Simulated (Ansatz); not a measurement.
**SrLa2S4 (I-42d):H_i (bond centre, by S), thermodynamic levels from a 56-atom cell**

Charge states of H_i (bond centre, by S) in SrLa2S4 (I-42d), set against the band edges. Model: a cell of 56 host atoms with 1 H put in.

Main program and level: Ansatz 0.2.0; place-levels on PBEsol runs: charge-transition levels and formation energies with image-charge correction and potential alignment at the atomic sites.

### Step 1. The structure

The cell holds 57 atoms: 8 Sr, 16 La, 32 S and 1 H. Its edges and angles: a = 12.257 Å, b = 12.257 Å, c = 12.277 Å, α = 59.9°, β = 59.9°, γ = 60.1°. It derives from SrLa2S4 (space group I-42d). Nearest the centre at fractional (0.367, 0.677, 0.533): H57 at 0.00 Å, S26 at 1.37 Å, La17 at 1.52 Å, S49 at 2.82 Å, S54 at 3.12 Å, La23 at 3.20 Å, Sr6 at 3.21 Å, La15 at 3.30 Å.

The host's dielectric constants go in as inputs: (7.66, 7.66, 7.57) for the electrons alone, (19.25, 19.25, 18.08) with the ions, from a response run on this crystal (DFPT, PBEsol) at that run's own cell.

The cell's shortest repeat is 12.3 Å.

### Step 2. What was run first

A transition level is the Fermi level at which two charge states cost the same, so each charge needs its own total energy, at its own relaxed structure.

Each atom starts 0.05 Å or so off its site in a random direction. Forces are taken at one point at (¼, ¼, ¼). The cell holds 1 electron more than the neutral one, with a uniform background that keeps it neutral on the whole.

The sampling was tested on the host first: at the k-points planned (1x1x1 shifted 0.25 0.25 0.25) its energy lies 0.004 eV an atom from the dense-mesh value, under the bound of 0.02 eV set for this test; that bounds the host's error, not the defect's.

One state's input; the others differ in charge, spin, start and seed, and in occupations where the table says so.

qm1.relax/input.yaml reads:

```yaml
crystal:
  lattice:
    - [0.0, 8.68134841, 8.65211025]
    - [8.68134841, 0.0, 8.65211025]
    - [8.68134841, 8.68134841, 0.0]
  atoms:
    - { symbol: Sr, position: [0.0, 0.0, 0.5] }
    - { symbol: Sr, position: [0.25, 0.25, 0.75] }
[... 1 atom line left out ...]
    - { symbol: Sr, position: [0.75, 0.75, 0.25] }
    - { symbol: Sr, position: [0.125, 0.625, 0.375] }
    - { symbol: Sr, position: [0.375, 0.875, 0.625] }
[... 3 atom lines left out ...]
    - { symbol: La, position: [0.37718951, 0.99781049, 0.25218951] }
[... 4 atom lines left out ...]
    - { symbol: La, position: [0.50218951, 0.62281049, 0.24781049] }
[... 1 atom line left out ...]
    - { symbol: La, position: [0.24781049, 0.62718951, 0.62281049] }
[... 5 atom lines left out ...]
    - { symbol: La, position: [0.62281049, 0.50218951, 0.62718951] }
[... 2 atom lines left out ...]
    - { symbol: S, position: [0.47321113, 0.72228537, 0.44989614] }
[... 2 atom lines left out ...]
    - { symbol: S, position: [0.09821113, 0.84728537, 0.72960736] }
[... 4 atom lines left out ...]
    - { symbol: S, position: [0.35460736, 0.44989614, 0.47321113] }
[... 2 atom lines left out ...]
    - { symbol: S, position: [0.07489614, 0.47960736, 0.84821113] }
[... 1 atom line left out ...]
    - { symbol: S, position: [0.57489614, 0.97960736, 0.34821113] }
[... 3 atom lines left out ...]
    - { symbol: S, position: [0.72228537, 0.47321113, 0.35460736] }
    - { symbol: S, position: [0.97228537, 0.72321113, 0.60460736] }
    - { symbol: S, position: [0.19989614, 0.10460736, 0.47228537] }
    - { symbol: S, position: [0.44989614, 0.35460736, 0.72228537] }
[... 2 atom lines left out ...]
    - { symbol: S, position: [0.22960736, 0.82489614, 0.34728537] }
[... 4 atom lines left out ...]
    - { symbol: S, position: [0.34728537, 0.59821113, 0.82489614] }
[... 2 atom lines left out ...]
    - { symbol: H, position: [0.366863, 0.676946, 0.532986] }
  host:
    repeats: [1, 1, 1]
    atoms:
      - { symbol: Sr, position: [0.0, 0.0, 0.5] }
      - { symbol: Sr, position: [0.25, 0.25, 0.75] }
      # ... 54 more atoms of the perfect host
total_charge: -1
basis:
  ecutwfc: 420
  xc_grid: 2
hamiltonian:
  xc: pbesol
kpoints:
  mp_grid: { grid: [1, 1, 1], shift: [0.25, 0.25, 0.25] }
scf:
  occupations: { method: fixed }
  max_iter: 100
output:
  forces: true
  charged_corrections:
    epsilon: [7.66, 7.66, 7.57]
    static_epsilon: [19.25, 19.25, 18.08]
    defect_position: [0.366863, 0.676946, 0.532986]
relax:
  f_tol: 0.02
  max_steps: 80
  random_displacement: { amplitude: 0.05, seed: 379 }
checkpoint:
  write: "../qm1.relax.run"
  compress: false
  write_wavefunctions: true
  write_every: 100000
```

On the command line:

```bash
ansatz run input.yaml --threads 4 --pin off --max-ram 7536MiB --backend cpu --events-out ev --progress --plain --runs-dir out
```

The relaxed structure is kept and the sampling changed to a 2×2×2 shifted mesh.

The run of this state that the levels use, under PBEsol:

qm1.point/input.yaml reads:

```yaml
crystal:
  checkpoint: "../qm1.relax.run"
  host: checkpoint
total_charge: -1
basis:
  ecutwfc: 420
  xc_grid: 2
hamiltonian:
  xc: pbesol
kpoints:
  mp_grid: { grid: [2, 2, 2], shift: [0.5, 0.5, 0.5] }
scf:
  occupations: { method: fermi_dirac, width: 0.01 }
  max_iter: 100
output:
  forces: true
  eigenvalues: true
  charged_corrections:
    epsilon: [7.66, 7.66, 7.57]
    static_epsilon: [19.25, 19.25, 18.08]
    defect_position: [0.366863, 0.676946, 0.532986]
  eigenstates: { localisation: true }
  populations: true
  band_densities: [{ bands: [v1, v1] }, { bands: [c1, c1] }]
  write_density: true
  write_potential: true
  volumetric_format: npy
  elf: true
checkpoint:
  read: "../qm1.relax.run"
  write: "../qm1.point.run"
  compress: false
  write_wavefunctions: false
  write_every: 100000
```

Relaxations under PBEsol at one point at (¼, ¼, ¼); times on 4 threads of Arm Neoverse V1, shared host:

```
charge  moment (μB)  occupations    outcome  steps  largest displacement against the far atoms (Å)     time
    −1            0        fixed  converged     15                                            2.03  4.6 min
     0            1        fixed  converged     16                                            1.58   12 min
    +1            0        fixed  converged     12                                            1.29  3.7 min
```

Single points under PBEsol at a 2×2×2 shifted mesh; times on 4 threads of Arm Neoverse V1, shared host:

| charge | moment (μB) | occupations | outcome | time |
| --- | --- | --- | --- | --- |
| −1 | 0 | fermi-dirac | converged | 3 min |
| 0 | 1 | fermi-dirac | converged | 7.6 min |
| +1 | 0 | fermi-dirac | converged | 2.9 min |

Distances (Å) from H57 to the nearest atoms after relaxation with PBEsol:

| charge | moment (μB) | 1. | 2. | 3. | 4. | 5. | 6. |
| --- | --- | --- | --- | --- | --- | --- | --- |
| −1 | 0 | La 2.40 | La 2.40 | Sr 2.55 | Sr 2.57 | S 2.58 | S 2.58 |
| 0 | 1 | S 1.87 | Sr 2.47 | La 2.49 | La 2.50 | S 2.53 | S 2.88 |
| +1 | 0 | S 1.40 | S 2.56 | La 2.58 | La 2.65 | La 2.80 | S 2.94 |

### Step 3. place-levels, PBEsol

A charged cell interacts with its images and the background, and its potential has another zero than the host's. place-levels removes the first by a point-charge model, screened by the static dielectric constant since the ions have relaxed around the charge, and the second by comparing potentials at atoms far from the defect.

The host is a run of the defect-free crystal in the same cutoffs, grids and k-points, so that basis and sampling errors cancel in part in the differences. Its band edges come from a run of the primitive cell that searches the zone for them. Chemical potentials are energies per atom of H (H2 molecule), run with the same functional and cutoff.

levels.point.yaml reads:

```yaml
host:
  run: host.point.run
  levels_from: { run: edges.point.run }
states: [qm1.point.run, q0_M1.point.run, qp1.point.run]
geometry_from:
  qm1.point.run: qm1.relax.run
  q0_M1.point.run: q0_M1.relax.run
  qp1.point.run: qp1.relax.run
  host.point.run: host.relax.run
chemical_potentials:
  H:
    energy: -15.609288
    dataset: "<sha256 of the dataset>"
epsilon: [7.66, 7.66, 7.57]
static_epsilon: [19.25, 19.25, 18.08]
vertical:
  - { from: qm1.point.run, to: qm1.point_neutral.run }
  - { from: qp1.point.run, to: qp1.point_neutral.run }
```

On the command line:

```bash
ansatz place-levels levels.point.yaml -- --threads 4 --pin off --max-ram 7536MiB
```

Numbers of over 12 decimals in the logs are rounded to 6 here.

Log:

```text
[... repeated set-up lines and file paths are left out, and long positions are rounded to six places ...]
(+1/0) 1.829 eV above the valence edge, 0.231 eV under the conduction edge; not on the lower envelope
(0/-1) 0.930 eV above the valence edge, 1.130 eV under the conduction edge; not on the lower envelope
(+1/-1) 1.379 eV above the valence edge, 0.680 eV under the conduction edge: charges between them are lowest nowhere
formation energy of charge +1: -0.133 eV with the Fermi level at the valence edge
formation energy of charge 0: +1.696 eV with the Fermi level at the valence edge
formation energy of charge -1: +2.626 eV with the Fermi level at the valence edge
vertical -1 to 0: no energy, since no alignment is typed
  the change from vertical[0].from (qm1.point.run) to vertical[0].to (qm1.point_neutral.run): by its potential at epsilon [7.66, 7.66, 7.57] it stands at 0.248 0.819 0.449, with an rms radius of about 3.2 Å (1.9 1.9 1.9 Å across the planes of the cell's [...]
vertical +1 to 0: no energy, since no alignment is typed
  the change from vertical[1].from (qp1.point.run) to vertical[1].to (qp1.point_neutral.run): by its potential at epsilon [7.66, 7.66, 7.57] it stands at 0.446 0.631 0.456, with an rms radius of about 5.0 Å (2.7 3.1 2.8 Å across the planes of the cell's [...]
  edges by pbesol of host.levels_from (edges.point.run), its mesh sampled to repeats of 37.55 Å (the valence edge +0.089 eV and the conduction edge -0.148 eV from those of the host's own run), gap 2.060 eV; the host is sampled to repeats of 24.51 Å
  the defect's cells are sampled to repeats of 24.51 Å, like sampling
  charge +1: -154985.4076 eV with its correction of +0.113 eV, at epsilon [19.25, 19.25, 18.08], aligned at sites: +0.0123 eV, mean over 16 atomic sites at or beyond 6.13 Å from the defect at [0.3669, 0.6769, 0.5330], with +0.004960 for the charge's moments [...]
  charge 0: +0.000 eV for its dipole among its images, +0.000 omitted
  charge -1: -154964.8887 eV with its correction of +0.056 eV, at epsilon [19.25, 19.25, 18.08], aligned at sites: +0.0449 eV, mean over 16 atomic sites at or beyond 6.13 Å from the defect at [0.3669, 0.6769, 0.5330], with -0.000908 for the charge's moments [...]
  of states[2] (qp1.point.run): it parts from the run at its places by a charge that spreads by about 3.1 Å along one vector (1.7 Å or more is wide), by its potential at epsilon [7.66, 7.66, 7.57], taken for that of held ions (one typed too small widens it), [...]
  of states[0] (qm1.point.run): it parts from the run at its places by a charge that spreads by about 1.9 Å along one vector (1.7 Å or more is wide), by its potential at epsilon [7.66, 7.66, 7.57], taken for that of held ions (one typed too small widens it), [...]
  of vertical[0].from (qm1.point.run): its displacements don't fall off away from the defect: farther atoms stand 0.028 Å off the host's places. [...]
  of vertical[0].to (qm1.point_neutral.run): its displacements don't fall off away from the defect: farther atoms stand 0.028 Å off the host's places. [...]
  of vertical[1].from (qp1.point.run): its displacements don't fall off away from the defect: farther atoms stand 0.019 Å off the host's places. [...]
  vertical[1].to (qp1.point_neutral.run): levels filled in part (TS 0.004 eV): its energy is of no whole electron's
  of vertical[1].to (qp1.point_neutral.run): its displacements don't fall off away from the defect: farther atoms stand 0.019 Å off the host's places. [...]
```

Wall time 0.37 s (4 threads of Arm Neoverse V1, shared host).

Levels between the charges placed, in eV above the valence top:

```
        gap (eV)  (+1/0)  (0/−1)
PBEsol      2.06    1.83    0.93
```

Corrections by state:

| charge | moment (μB) | image terms and alignment (eV) | band filling (eV) | ε used | over the lowest of its charge, as the program ranks them, band filling apart (eV) |
| --- | --- | --- | --- | --- | --- |
| +1 | 0.0 | 0.113 | - | principal values (18.08, 19.25, 19.25) | 0.000 |
| 0 | 1.0 | 0.000 | - | - | 0.000 |
| −1 | 0.0 | 0.056 | - | principal values (18.08, 19.25, 19.25) | 0.000 |

The charged structures listed were also run neutral, and place-levels reads from each pair, by the potential or the spins, how wide the charge is by which they differ; that can be the carrier of either run.

```csv
charge,rms radius (Å),spread where it is widest against the cell (Å),wide from (Å),reading
+1,5.0,3.11,1.73,wide
−1,3.2,1.88,1.73,wide
```

The neutral runs of these pairs need not share the spin of the lowest neutral state, and very wide values only mean spread over the cell.

From the program's caveats on the states, each cut to its opening words:

- charge +1: it parts from the run at its places by a charge that spreads by about 3.1 Å along one vector (1.7 Å or more is wide), by its potential at epsilon [7.66, 7.66, [...]
- charge +1: its displacements don't fall off away from the defect: farther atoms stand 0.019 Å off the host's places
- charge −1: it parts from the run at its places by a charge that spreads by about 1.9 Å along one vector (1.7 Å or more is wide), by its potential at epsilon [7.66, 7.66, [...]
- charge −1: its displacements don't fall off away from the defect: farther atoms stand 0.028 Å off the host's places

Chemical potentials of the elements' reference phases, run alike. Formation energies (elemental references), with the Fermi level at the valence top and at the conduction bottom (gap 2.06 eV):

| charge | at valence top (eV) | at conduction bottom (eV) | correction included (eV) |
| --- | --- | --- | --- |
| +1 | -0.13 | 1.93 | 0.11 |
| 0 | 1.70 | 1.70 | 0.00 |
| −1 | 2.63 | 0.57 | 0.06 |

(Fermi level (eV), lowest formation energy (eV)): (0.00, -0.13), (0.19, 0.05), (0.37, 0.24), (0.56, 0.43), (0.75, 0.62), (0.94, 0.80), (1.12, 0.99), (1.31, 1.18), (1.50, 1.13), (1.69, 0.94), (1.87, 0.75), (2.06, 0.57)

### Step 4. The same at the relaxations' own k-points

The relaxations' own energies give the levels at their sampling, for comparison.

levels.relax_mesh.yaml reads:

```yaml
host:
  run: host.relax.run
  levels_from: { run: edges.relax.run }
states: [qm1.relax.run, q0_M1.relax.run, qp1.relax.run]
chemical_potentials:
  H:
    energy: -15.609288
    dataset: "<sha256 of the dataset>"
```

On the command line:

```bash
ansatz place-levels levels.relax_mesh.yaml -- --threads 4 --pin off --max-ram 7536MiB
```

Log:

```text
[...]
formation energy of charge +1: -0.142 eV with the Fermi level at the valence edge
formation energy of charge 0: +1.682 eV with the Fermi level at the valence edge
formation energy of charge -1: +2.605 eV with the Fermi level at the valence edge
  edges by pbesol of host.levels_from (edges.relax.run), its mesh sampled to repeats of 37.55 Å (the valence edge +0.086 eV and the conduction edge -0.149 eV from those of the host's own run), gap 2.060 eV; the host is sampled to repeats of 12.26 Å
[... the lines on each state left out ...]
```

It took 0.15 s on 4 threads.

Levels between neighbouring charges, in eV above the valence top:

|  | gap (eV) | (+1/0) | (0/−1) |
| --- | --- | --- | --- |
| one point at (¼, ¼, ¼) | 2.06 | 1.82 | 0.92 |
| a 2×2×2 shifted mesh | 2.06 | 1.83 | 0.93 |

Going from one point at (¼, ¼, ¼) to a 2×2×2 shifted mesh moves the levels that carry no band-filling term by up to 0.01 eV and formation energies against the elements by up to 0.02 eV.

### Step 5. Results

```yaml
gap_of_the_host: 2.06 eV (PBEsol)
level_plus_1_over_0: 1.83 eV above the valence top, not a change between lowest states
level_0_minus_1: 0.93 eV above the valence top, not a change between lowest states
level_plus_1_minus_1: 1.38 eV above the valence top
lowest_of_the_charges_placed_just_above_the_valence_top_0p02_ev: +1
lowest_of_the_charges_placed_just_below_the_conduction_bottom_0p02_ev: −1
lowest_formation_energy_at_mid_gap_of_the_charges_run_elemental_references: 0.90 eV
```

In words: Of the charges placed (−1, 0 and +1), the lowest changes at 1.38 eV (+1/−1) above the valence top, in a gap of 2.06 eV. (+1/−1) passes over charge 0, which lies 0.45 eV above the two there; a lower structure or spin state of it, if missed, would change that. Charges above +1 and below −1 were not placed, so these runs say nothing of levels that involve them. States placed: +1 at 0 μB; 0 at 1 μB; −1 at 0 μB. Other spin states or structures, where not listed, weren't placed. At charge −1, 0 and +1 the atom put in ends up to 2.0 Å from its starting place, so the name tells the start alone and the levels can join different sites. H is taken at its element; compounds, which aren't counted here, bound the chemical potentials and would shift these formation energies. Going from one point at (¼, ¼, ¼) to a 2×2×2 shifted mesh moves the levels that carry no band-filling term by up to 0.01 eV and formation energies against the elements by up to 0.02 eV. Keep in mind: PBEsol makes the gap too small and tends to spread out bound carriers; spin–orbit coupling, which can matter with heavy atoms, is left out.

[Logs are printed without paths, hosts, clocks, repeated set-up lines and the standing remarks that a program may print on its own settings, such as how far it seeks lower states.]

[Hosts, paths, dates, database ids (printed as entryN), source tags and the programs' standing remarks are cut or masked in the printed files.]

[Where a table of states has a column of steps, it counts the stored structures, which are thinned; the runs took as many ionic steps or more.]

[A defect's name tells the site on which it was built; relaxed atoms can leave that site.]

[For some hosts the program warned that the k-mesh of the response run may be too coarse for force constants and the static dielectric constant; such warnings are not shown here.]
